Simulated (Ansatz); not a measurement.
# K on Ni(100): change of the work function, part 2 of 4

How does K on the hollow site change the work function of Ni(100) as the layer fills?

Ansatz 0.2.0; plane-wave DFT, PBE, Ansatz PAW.

So far, work function, upper face (eV): step 2 (the clean slab) 4.88.

**3. Adsorbate added, k-mesh 4×4×1, coverage 0.111 ML**

System of this step: KNi36 (K/Ni(100)). The cell holds 37 atoms: 36 Ni and 1 K. Cell: a = 7.467 Å, b = 7.467 Å, c = 26.107 Å, α = 90.0°, β = 90.0°, γ = 90.0°. Vacuum lies along c.

The clean slab as it ended is repeated in the plane and the adsorbate is set on one face; the cell's size fixes the coverage, and the k-mesh shrinks with it to keep the sampling density about even. Adsorbate and upper layers relax, since the dipole depends on the height.

The input, input.yaml:

```yaml
crystal:
  lattice:
    - [7.4670476094, 0.0, 0.0]
    - [0.0, 7.4670476094, 0.0]
    - [0.0, 0.0, 26.1072931773]
  atoms:
    - { symbol: Ni, position: [0.1666666667, 0.1666666667, 0.3447312572], spin: 0.76 }
    - { symbol: Ni, position: [0.0, 0.0, 0.4121453698], spin: 0.69 }
    - { symbol: Ni, position: [0.1666666667, 0.1666666667, 0.4804078646], spin: 0.7 }
    - { symbol: Ni, position: [0.0, 0.0, 0.5452737482], spin: 0.76 }
    - { symbol: Ni, position: [0.1666666667, 0.5, 0.3447312572], spin: 0.76 }
    - { symbol: Ni, position: [0.0, 0.3333333333, 0.4121453698], spin: 0.69 }
    - { symbol: Ni, position: [0.1666666667, 0.5, 0.4804078646], spin: 0.7 }
    - { symbol: Ni, position: [0.0, 0.3333333333, 0.5452737482], spin: 0.76 }
    - { symbol: Ni, position: [0.1666666667, 0.8333333333, 0.3447312572], spin: 0.76 }
    - { symbol: Ni, position: [0.0, 0.6666666667, 0.4121453698], spin: 0.69 }
    - { symbol: Ni, position: [0.1666666667, 0.8333333333, 0.4804078646], spin: 0.7 }
    - { symbol: Ni, position: [0.0, 0.6666666667, 0.5452737482], spin: 0.76 }
    - { symbol: Ni, position: [0.5, 0.1666666667, 0.3447312572], spin: 0.76 }
    - { symbol: Ni, position: [0.3333333333, 0.0, 0.4121453698], spin: 0.69 }
    - { symbol: Ni, position: [0.5, 0.1666666667, 0.4804078646], spin: 0.7 }
    - { symbol: Ni, position: [0.3333333333, 0.0, 0.5452737482], spin: 0.76 }
    - { symbol: Ni, position: [0.5, 0.5, 0.3447312572], spin: 0.76 }
    - { symbol: Ni, position: [0.3333333333, 0.3333333333, 0.4121453698], spin: 0.69 }
    - { symbol: Ni, position: [0.5, 0.5, 0.4804078646], spin: 0.7 }
    - { symbol: Ni, position: [0.3333333333, 0.3333333333, 0.5452737482], spin: 0.76 }
    - { symbol: Ni, position: [0.5, 0.8333333333, 0.3447312572], spin: 0.76 }
    - { symbol: Ni, position: [0.3333333333, 0.6666666667, 0.4121453698], spin: 0.69 }
    - { symbol: Ni, position: [0.5, 0.8333333333, 0.4804078646], spin: 0.7 }
    - { symbol: Ni, position: [0.3333333333, 0.6666666667, 0.5452737482], spin: 0.76 }
    - { symbol: Ni, position: [0.8333333333, 0.1666666667, 0.3447312572], spin: 0.76 }
    - { symbol: Ni, position: [0.6666666667, 0.0, 0.4121453698], spin: 0.69 }
    - { symbol: Ni, position: [0.8333333333, 0.1666666667, 0.4804078646], spin: 0.7 }
    - { symbol: Ni, position: [0.6666666667, 0.0, 0.5452737482], spin: 0.76 }
    - { symbol: Ni, position: [0.8333333333, 0.5, 0.3447312572], spin: 0.76 }
    - { symbol: Ni, position: [0.6666666667, 0.3333333333, 0.4121453698], spin: 0.69 }
    - { symbol: Ni, position: [0.8333333333, 0.5, 0.4804078646], spin: 0.7 }
    - { symbol: Ni, position: [0.6666666667, 0.3333333333, 0.5452737482], spin: 0.76 }
    - { symbol: Ni, position: [0.8333333333, 0.8333333333, 0.3447312572], spin: 0.76 }
    - { symbol: Ni, position: [0.6666666667, 0.6666666667, 0.4121453698], spin: 0.69 }
    - { symbol: Ni, position: [0.8333333333, 0.8333333333, 0.4804078646], spin: 0.7 }
    - { symbol: Ni, position: [0.6666666667, 0.6666666667, 0.5452737482], spin: 0.76 }
    - { symbol: K, position: [0.1666666667, 0.1666666667, 0.6552687428] }
magnetization:
  spin_polarized: true
kpoints:
  mp_grid: { grid: [4, 4, 1] }
hamiltonian:
  xc: pbe
scf:
  occupations: { method: fermi_dirac, width: 0.1 }
  convergence: { dr2_threshold: 1.0e-08 }
efield:
  axis: 3
  dipole_correction: true
  ramp_position: 0.97
  ramp_width: 0.06
relax:
  f_tol: 0.02
  max_steps: 60
  constraints:
    - { sites: [0, 1, 4, 5, 8, 9, 12, 13, 16, 17, 20, 21, 24, 25, 28, 29, 32, 33] }
output:
  write_potential: true
  write_density: true
  volumetric_format: npy
```

Launch:

```console
$ ansatz run input.yaml --threads 4 --pin off --max-ram 16384MiB --backend cpu --events-out ev --progress --plain --runs-dir out
```

Numbers of over 12 decimals in the logs are rounded to 6 here.

What it wrote:

```text
[...]
Crystal: 37 atoms, lattice volume = 1455.659 Å³
Basis set: ecut = 420 eV, 28495 PW (Γ), exchange–correlation on 100×100×360 points (8 copies of the dense FFT grid, shifted against one another)
Bands: 410, of which v1, the nominal top of the filled ones, is band 329 counted from 1 (328 counted from 0)
Symmetry: 8 space group operations
k-points: 6 of 16
[...]
Starting moments: Σ|m| = 26.19 μB on 36 of 37 sites
[...]
SCF iter   1: F=—  HF=-211719.049620 eV  |F-HF|=—  |Δ(HF+E_count)|=         —  Δρ=2.08e-2 (↑1.34e-2 ↓2.08e-2)  dr2=3.99e1  dr2_m=2.00e0  M=27.427 μB ∫|m|=28.711 μB  β_m=1.00  ethr=3.10e-3  p=-0.000 e·Å  D=-1.06e-6 V/Å  ΔV_dip=0.00 eV  dr2_dipole=5.46e-1  V_vac-E_F(+/−)=7.08/7.08 eV  ⟨swp⟩=8.9  Hψ=23875  notcnv=0  defer=395
[...]
SCF iter  19: F=-211754.335652 eV  HF=-211754.335652 eV  |F-HF|=6.61e-9  |Δ(HF+E_count)|=   1.37e-9  Δρ=3.80e-7 (↑9.30e-8 ↓3.80e-7)  dr2=6.55e-9  dr2_m=3.07e-10  M=24.221 μB ∫|m|=27.748 μB  ethr=1.00e-12  p=0.967 e·Å  D=1.20e-1 V/Å  ΔV_dip=-3.14 eV  dr2_dipole=1.34e-9  V_vac-E_F(+/−)=1.76/4.90 eV  ⟨swp⟩=6.2  Hψ=28451  notcnv=0
SCF 1 converged in 19 iterations: F = -211754.335652 eV  dr2 = 6.55e-9
[...]
relax step   1: F+E_penalty+E_count = -211754.33565185 eV  Δ(F+E_penalty+E_count) = +0.000e0 eV  max|allowed force component| = 3.649e-1 eV/Å  Δτ_max = 0.0000 Å  (19 SCF iters, accepted)
[...]
SCF iter  12: F=-211754.358984 eV  HF=-211754.358984 eV  |F-HF|=2.30e-9  |Δ(HF+E_count)|=   8.70e-9  Δρ=3.26e-7 (↑6.07e-8 ↓3.26e-7)  dr2=1.63e-9  dr2_m=3.96e-10  M=24.207 μB ∫|m|=27.735 μB  ethr=1.00e-12  p=0.940 e·Å  D=1.17e-1 V/Å  ΔV_dip=-3.05 eV  dr2_dipole=2.04e-11  V_vac-E_F(+/−)=1.85/4.90 eV  ⟨swp⟩=6.2  Hψ=27191  notcnv=0
SCF 2 converged in 12 iterations: F = -211754.358984 eV  dr2 = 1.63e-9
relax step   2: F+E_penalty+E_count = -211754.35898388 eV  Δ(F+E_penalty+E_count) = -2.333e-2 eV  max|allowed force component| = 2.423e-1 eV/Å  Δτ_max = 0.0687 Å  (12 SCF iters, accepted)
SCF iter   1: F=—  HF=-211754.362775 eV  |F-HF|=—  |Δ(HF+E_count)|=         —  Δρ=1.83e-3 (↑1.23e-3 ↓1.83e-3)  dr2=1.24e-1  dr2_m=1.41e-2  M=24.211 μB ∫|m|=27.746 μB  β_m=1.00  ethr=4.97e-5  p=0.940 e·Å  D=1.17e-1 V/Å  ΔV_dip=-3.05 eV  dr2_dipole=1.78e-2  V_vac-E_F(+/−)=1.86/4.91 eV  ⟨swp⟩=6.1  Hψ=15730  notcnv=0  defer=472
[...]
SCF iter  15: F=-211754.358811 eV  HF=-211754.358811 eV  |F-HF|=1.20e-8  |Δ(HF+E_count)|=   2.71e-9  Δρ=3.98e-7 (↑7.73e-8 ↓3.98e-7)  dr2=9.18e-9  dr2_m=3.67e-10  M=24.204 μB ∫|m|=27.733 μB  ethr=1.00e-12  p=0.888 e·Å  D=1.10e-1 V/Å  ΔV_dip=-2.88 eV  dr2_dipole=1.79e-9  V_vac-E_F(+/−)=2.02/4.90 eV  ⟨swp⟩=6.1  Hψ=27380  notcnv=0
SCF 3 converged in 15 iterations: F = -211754.358811 eV  dr2 = 9.18e-9
relax step   3: F+E_penalty+E_count = -211754.35881079 eV  Δ(F+E_penalty+E_count) = +1.731e-4 eV  max|allowed force component| = 1.668e-1 eV/Å  Δτ_max = 0.1167 Å  (15 SCF iters, rejected (line search))
[...]
relax step   4: F+E_penalty+E_count = -211754.37147577 eV  Δ(F+E_penalty+E_count) = -1.249e-2 eV  max|allowed force component| = 1.232e-1 eV/Å  Δτ_max = 0.0569 Å  (14 SCF iters, accepted)
SCF iter   1: F=—  HF=-211754.376462 eV  |F-HF|=—  |Δ(HF+E_count)|=         —  Δρ=2.27e-4 (↑1.99e-4 ↓2.27e-4)  dr2=1.93e-3  dr2_m=2.28e-4  M=24.192 μB ∫|m|=27.722 μB  β_m=1.00  ethr=2.11e-5  p=0.914 e·Å  D=1.14e-1 V/Å  ΔV_dip=-2.97 eV  dr2_dipole=4.56e-4  V_vac-E_F(+/−)=1.93/4.90 eV  ⟨swp⟩=6.0  Hψ=12607  notcnv=0  defer=439
[...]
SCF iter  14: F=-211754.375529 eV  HF=-211754.375529 eV  |F-HF|=1.14e-9  |Δ(HF+E_count)|=  7.28e-10  Δρ=1.87e-7 (↑4.93e-8 ↓1.87e-7)  dr2=1.29e-9  dr2_m=1.37e-10  M=24.183 μB ∫|m|=27.709 μB  ethr=1.00e-12  p=0.891 e·Å  D=1.11e-1 V/Å  ΔV_dip=-2.89 eV  dr2_dipole=2.83e-10  V_vac-E_F(+/−)=2.00/4.90 eV  ⟨swp⟩=5.8  Hψ=25324  notcnv=0
SCF 5 converged in 14 iterations: F = -211754.375529 eV  dr2 = 1.29e-9
relax step   5: F+E_penalty+E_count = -211754.37552901 eV  Δ(F+E_penalty+E_count) = -4.053e-3 eV  max|allowed force component| = 1.165e-2 eV/Å  Δτ_max = 0.0557 Å  (14 SCF iters, accepted)
NSCF: frozen V_eff on 6 k-points
the search or the solves at the SCF's close seem to have found levels that the self-consistency loop had missed (the run counts 2). By its estimate they hold under 1e-12 electrons; where the run keeps them, the occupations were computed again with them
[...]
SCF converged after 14 iterations
Magnetization: 24.1834 μB (340.5917 up, 316.4083 down)
Absolute magnetization: 27.7350 μB (∫|ρ↑−ρ↓|, with the PAW one-centre terms)
[...]
Per-site moments (μB) at R_I (Å): [(0.763965, 1.026719), (0.692888, 1.026719), (0.686682, 1.007086), (0.689626, 1.004161), (0.763763, 1.026719), (0.692888, 1.026719), (0.685863, 1.005978), (0.689626, 1.004161), (0.763763, 1.026719), (0.691660, 1.026719), (0.685863, 1.005978), (0.737721, 1.012040), (0.763763, 1.026719), (0.692888, 1.026719), (0.685863, 1.005978), (0.689626, 1.004161), (0.764269, 1.026719), (0.692888,  [...]
Free energy (F): -211754.375529 eV
[...]
Internal energy: -211752.235776 eV  (E = F + TS)
E sigma→0 (E₀):  -211753.305653 eV
Entropy (-TS):   -2.139753 eV (-57.831 meV/atom)
Fermi energy:    2.595266 eV
Dipole field:    D = 0.110829 V/Å  (p = 0.891562 e·Å, saw-weighted, corrected)
Work function:   Φ+ = 2.0041 eV   Φ− = 4.8976 eV
[...]
--- Forces (eV/Å), atoms counted from 1 ---
  atom   1  Ni    -0.00000000     0.00000000     0.32688205
  atom   2  Ni    -0.01527324    -0.01527324    -0.31151742
  atom   3  Ni    -0.00000000     0.00000000     0.00622936
  atom   4  Ni     0.00910373     0.00910373    -0.00244584
  atom   5  Ni     0.00000000     0.00072097     0.32796161
  atom   6  Ni    -0.01527324     0.01527324    -0.31151742
  atom   7  Ni     0.00000000    -0.00163233     0.00319836
  atom   8  Ni     0.00910373    -0.00910373    -0.00244584
  atom   9  Ni     0.00000000    -0.00072097     0.32796161
  atom  10  Ni    -0.02038128     0.00000000    -0.33694214
  atom  11  Ni     0.00000000     0.00163233     0.00319836
  atom  12  Ni    -0.00207035     0.00000000    -0.00023027
  atom  13  Ni     0.00072097     0.00000000     0.32796161
  atom  14  Ni     0.01527324    -0.01527324    -0.31151742
  atom  15  Ni    -0.00163233     0.00000000     0.00319836
  atom  16  Ni    -0.00910373     0.00910373    -0.00244584
  atom  17  Ni     0.00106276     0.00106276     0.32802764
  atom  18  Ni     0.01527324     0.01527324    -0.31151742
  atom  19  Ni     0.00268257     0.00268257     0.00094033
  atom  20  Ni    -0.00910373    -0.00910373    -0.00244584
  atom  21  Ni     0.00106276    -0.00106276     0.32802764
  atom  22  Ni     0.02038128     0.00000000    -0.33694214
  atom  23  Ni     0.00268257    -0.00268257     0.00094033
  atom  24  Ni     0.00207035     0.00000000    -0.00023027
  atom  25  Ni    -0.00072097     0.00000000     0.32796161
  atom  26  Ni     0.00000000    -0.02038128    -0.33694214
  atom  27  Ni     0.00163233     0.00000000     0.00319836
  atom  28  Ni     0.00000000    -0.00207035    -0.00023027
  atom  29  Ni    -0.00106276     0.00106276     0.32802764
  atom  30  Ni     0.00000000     0.02038128    -0.33694214
  atom  31  Ni    -0.00268257     0.00268257     0.00094033
  atom  32  Ni     0.00000000     0.00207035    -0.00023027
  atom  33  Ni    -0.00106276    -0.00106276     0.32802764
  atom  34  Ni     0.00000000     0.00000000    -0.35602300
  atom  35  Ni    -0.00268257    -0.00268257     0.00094033
  atom  36  Ni    -0.00000000     0.00000000    -0.00144362
  atom  37  K     -0.00000000     0.00000000    -0.01165449
  max |Σ_I F_I| component: 4.06e-5 eV/Å
--- Band table (eV; the first three rows and the last of 12) ---
  k-point 0 ↑: bands = [... 325 lower, 1.9197, 1.9197, 1.9305, 2.0094, 2.0173, 2.0183, 2.0183, 2.0237, ... 77 higher]
  k-point 1 ↑: bands = [... 325 lower, 1.9298, 1.9844, 1.9846, 1.9946, 1.9995, 2.0053, 2.0205, 2.0292, ... 77 higher]
  k-point 2 ↑: bands = [... 325 lower, 1.9582, 1.9783, 1.9793, 1.9889, 1.9911, 1.9917, 1.9928, 2.0692, ... 77 higher]
  k-point 5 ↓: bands = [... 325 lower, 2.7874, 2.7886, 2.7886, 2.9017, 2.9033, 2.9033, 2.9044, 2.9587, ... 77 higher]
--- Relaxed structure (5 steps of the walk, 4 accepted, 0 SCFs on fresh bases) ---
  F+E_penalty+E_count = -211754.37552901 eV   max|allowed force component| = 1.165e-2 eV/Å
  atoms:
    - { symbol: Ni, position: [0.166667, 0.166667, 0.344731] }
    - { symbol: Ni, position: [1.6666659794015235e-11, 1.6666659794015235e-11, 0.4121453698] }
    - { symbol: Ni, position: [0.166667, 0.166667, 0.480147] }
    - { symbol: Ni, position: [-0.000300798, -0.000300798, 0.544831] }
    - { symbol: Ni, position: [0.166667, 0.500000, 0.344731] }
    - { symbol: Ni, position: [1.6666659794015235e-11, 0.333333, 0.4121453698] }
    - { symbol: Ni, position: [0.166667, 0.500832, 0.480345] }
    - { symbol: Ni, position: [-0.000300798, 0.333634, 0.544831] }
    - { symbol: Ni, position: [0.166667, 0.833333, 0.344731] }
    - { symbol: Ni, position: [1.6666659794015235e-11, 0.666667, 0.4121453698] }
    - { symbol: Ni, position: [0.166667, 0.832501, 0.480345] }
    - { symbol: Ni, position: [0.000242113, 0.666667, 0.546040] }
    - { symbol: Ni, position: [0.500000, 0.166667, 0.344731] }
    - { symbol: Ni, position: [0.333333, 1.6666659794015235e-11, 0.4121453698] }
    - { symbol: Ni, position: [0.500832, 0.166667, 0.480345] }
    - { symbol: Ni, position: [0.333634, -0.000300798, 0.544831] }
    - { symbol: Ni, position: [0.500000, 0.500000, 0.344731] }
    - { symbol: Ni, position: [0.333333, 0.333333, 0.4121453698] }
    - { symbol: Ni, position: [0.500528, 0.500528, 0.480510] }
    - { symbol: Ni, position: [0.333634, 0.333634, 0.544831] }
    - { symbol: Ni, position: [0.500000, 0.833333, 0.344731] }
    - { symbol: Ni, position: [0.333333, 0.666667, 0.4121453698] }
    - { symbol: Ni, position: [0.500528, 0.832805, 0.480510] }
    - { symbol: Ni, position: [0.333091, 0.666667, 0.546040] }
    - { symbol: Ni, position: [0.833333, 0.166667, 0.344731] }
    - { symbol: Ni, position: [0.666667, 1.6666659794015235e-11, 0.4121453698] }
    - { symbol: Ni, position: [0.832501, 0.166667, 0.480345] }
    - { symbol: Ni, position: [0.666667, 0.000242113, 0.546040] }
    - { symbol: Ni, position: [0.833333, 0.500000, 0.344731] }
    - { symbol: Ni, position: [0.666667, 0.333333, 0.4121453698] }
    - { symbol: Ni, position: [0.832805, 0.500528, 0.480510] }
    - { symbol: Ni, position: [0.666667, 0.333091, 0.546040] }
    - { symbol: Ni, position: [0.833333, 0.833333, 0.344731] }
    - { symbol: Ni, position: [0.666667, 0.666667, 0.4121453698] }
    - { symbol: Ni, position: [0.832805, 0.832805, 0.480510] }
    - { symbol: Ni, position: [0.666667, 0.666667, 0.545954] }
    - { symbol: K, position: [0.166667, 0.166667, 0.648323] }
```

Elapsed: 45 min, on 4 threads of Arm Neoverse V1, shared host; peak memory 12 GiB.

Relaxation path:

```
step  energy less that of the first step (eV)  largest force component (eV/Å)
   1                                   0.0000                          0.3649
   2                                  -0.0233                          0.2423
   3                                  -0.0232                          0.1668
   4                                  -0.0358                          0.1232
   5                                  -0.0399                          0.0117
```

Relaxation step 3 was tried and not accepted.

Forces are held to the 8 operations that the run works with; a distortion that breaks them can't arise in this run.

The atoms that moved most (Å):

```
atom      dx      dy      dz  length
 K37   0.000   0.000  -0.181   0.181
Ni32   0.000  -0.002   0.020   0.020
Ni24  -0.002   0.000   0.020   0.020
Ni12   0.002   0.000   0.020   0.020
Ni28   0.000   0.002   0.020   0.020
Ni36   0.000   0.000   0.018   0.018
 Ni4  -0.002  -0.002  -0.012   0.012
Ni16   0.002  -0.002  -0.012   0.012
```

Final coordinates:

```xyz
37
Lattice="7.4670 0.0000 0.0000 0.0000 7.4670 0.0000 0.0000 0.0000 26.1073" Properties=species:S:1:pos:R:3
Ni    1.2445    1.2445    9.0000
Ni    0.0000    0.0000   10.7600
Ni    1.2445    1.2445   12.5354
Ni   -0.0022   -0.0022   14.2241
Ni    1.2445    3.7335    9.0000
Ni    0.0000    2.4890   10.7600
Ni    1.2445    3.7397   12.5405
Ni   -0.0022    2.4913   14.2241
Ni    1.2445    6.2225    9.0000
Ni    0.0000    4.9780   10.7600
Ni    1.2445    6.2163   12.5405
Ni    0.0018    4.9780   14.2556
Ni    3.7335    1.2445    9.0000
Ni    2.4890    0.0000   10.7600
Ni    3.7397    1.2445   12.5405
Ni    2.4913   -0.0022   14.2241
Ni    3.7335    3.7335    9.0000
Ni    2.4890    2.4890   10.7600
Ni    3.7375    3.7375   12.5448
Ni    2.4913    2.4913   14.2241
Ni    3.7335    6.2225    9.0000
Ni    2.4890    4.9780   10.7600
Ni    3.7375    6.2186   12.5448
Ni    2.4872    4.9780   14.2556
Ni    6.2225    1.2445    9.0000
Ni    4.9780    0.0000   10.7600
Ni    6.2163    1.2445   12.5405
Ni    4.9780    0.0018   14.2556
Ni    6.2225    3.7335    9.0000
Ni    4.9780    2.4890   10.7600
Ni    6.2186    3.7375   12.5448
Ni    4.9780    2.4872   14.2556
Ni    6.2225    6.2225    9.0000
Ni    4.9780    4.9780   10.7600
Ni    6.2186    6.2186   12.5448
Ni    4.9780    4.9780   14.2534
K     1.2445    1.2445   16.9260
```

Numbers from this step:

* energy at zero smearing: -211753.3057 eV
* total moment: 24.18 μB
* work function, upper face: 2.004 eV
* work function, lower face: 4.898 eV
* dipole along the normal: 0.8916 e·Å
* step between the vacuum levels: -2.893 eV

Running mean over 1.76 Å of the planar mean; the ramp of the sawtooth is left out. Electron's electrostatic potential energy less the Fermi level against z:

z (Å), electron's electrostatic potential energy less the Fermi level (eV) and a bar from the least value:
```
      3.5        4.9 ##############################
      4.0        4.9 ##############################
      4.5        4.9 ##############################
      5.0        4.9 ##############################
      5.5        4.9 ##############################
      6.0        4.9 ##############################
      6.5        4.8 ##############################
      7.0        4.4 #############################
      7.5        2.9 ##########################
      8.0       -1.7 ##################
      8.5       -7.4 #######
      9.0       -9.9 ##
      9.5      -10.2 #
     10.0      -10.3 #
     10.5      -10.3 #
     11.0      -10.3 #
     11.5      -10.1 ##
     12.0      -10.2 #
     12.5      -10.4 #
     13.0      -10.8 
     13.5      -11.0 
     14.0      -10.4 #
     14.5       -9.1 ###
     15.0       -4.8 ############
     15.5        0.5 ######################
     16.0        2.3 #########################
     16.5        1.9 ########################
     17.0        1.4 #######################
     17.5        1.3 #######################
     18.0        1.6 ########################
     18.5        1.9 ########################
     19.0        2.0 ########################
     19.5        2.0 #########################
     20.0        2.0 #########################
     20.5        2.0 #########################
     21.0        2.0 #########################
     21.5        2.0 #########################
     22.0        2.0 #########################
     22.5        2.0 #########################
     23.0        2.0 #########################
```

Site moment by element, in μB:

```
element  atoms    mean  spread (r.m.s.)   least  largest
     Ni     36   0.715            0.033   0.686    0.764
      K      1  -0.013            0.000  -0.013   -0.013
```

The atoms farthest from the mean of their element:

```
atom       x, y, z (Å)  site moment (μB)
Ni29  6.22, 3.73, 9.00             0.764
Ni17  3.73, 3.73, 9.00             0.764
Ni21  3.73, 6.22, 9.00             0.764
Ni33  6.22, 6.22, 9.00             0.764
 Ni1  1.24, 1.24, 9.00             0.764
 Ni9  1.24, 6.22, 9.00             0.764
 Ni5  1.24, 3.73, 9.00             0.764
Ni25  6.22, 1.24, 9.00             0.764
```

The relaxation took 5 steps and lowered the energy by 0.040 eV; the largest force on the free atoms ends at 0.012 eV/Å.

The covered face has 2.00 eV, -2.88 eV against the clean one; the bare back face has moved by +0.01 eV, a measure of how thin the slab is.

(Part 2 of 4 ends here.)

[Logs are printed without paths, hosts, clocks, repeated set-up lines and the standing remarks that a program may print on its own settings, such as how far it seeks lower states.]

[Hosts, paths, dates, database ids (printed as entryN), source tags and the programs' standing remarks are cut or masked in the printed files.]

[Maps of the electrostatic potential energy from Ansatz leave out the sawtooth potential of an applied field or a dipole correction, so their vacuum need not be flat; planar profiles and work functions include it.]
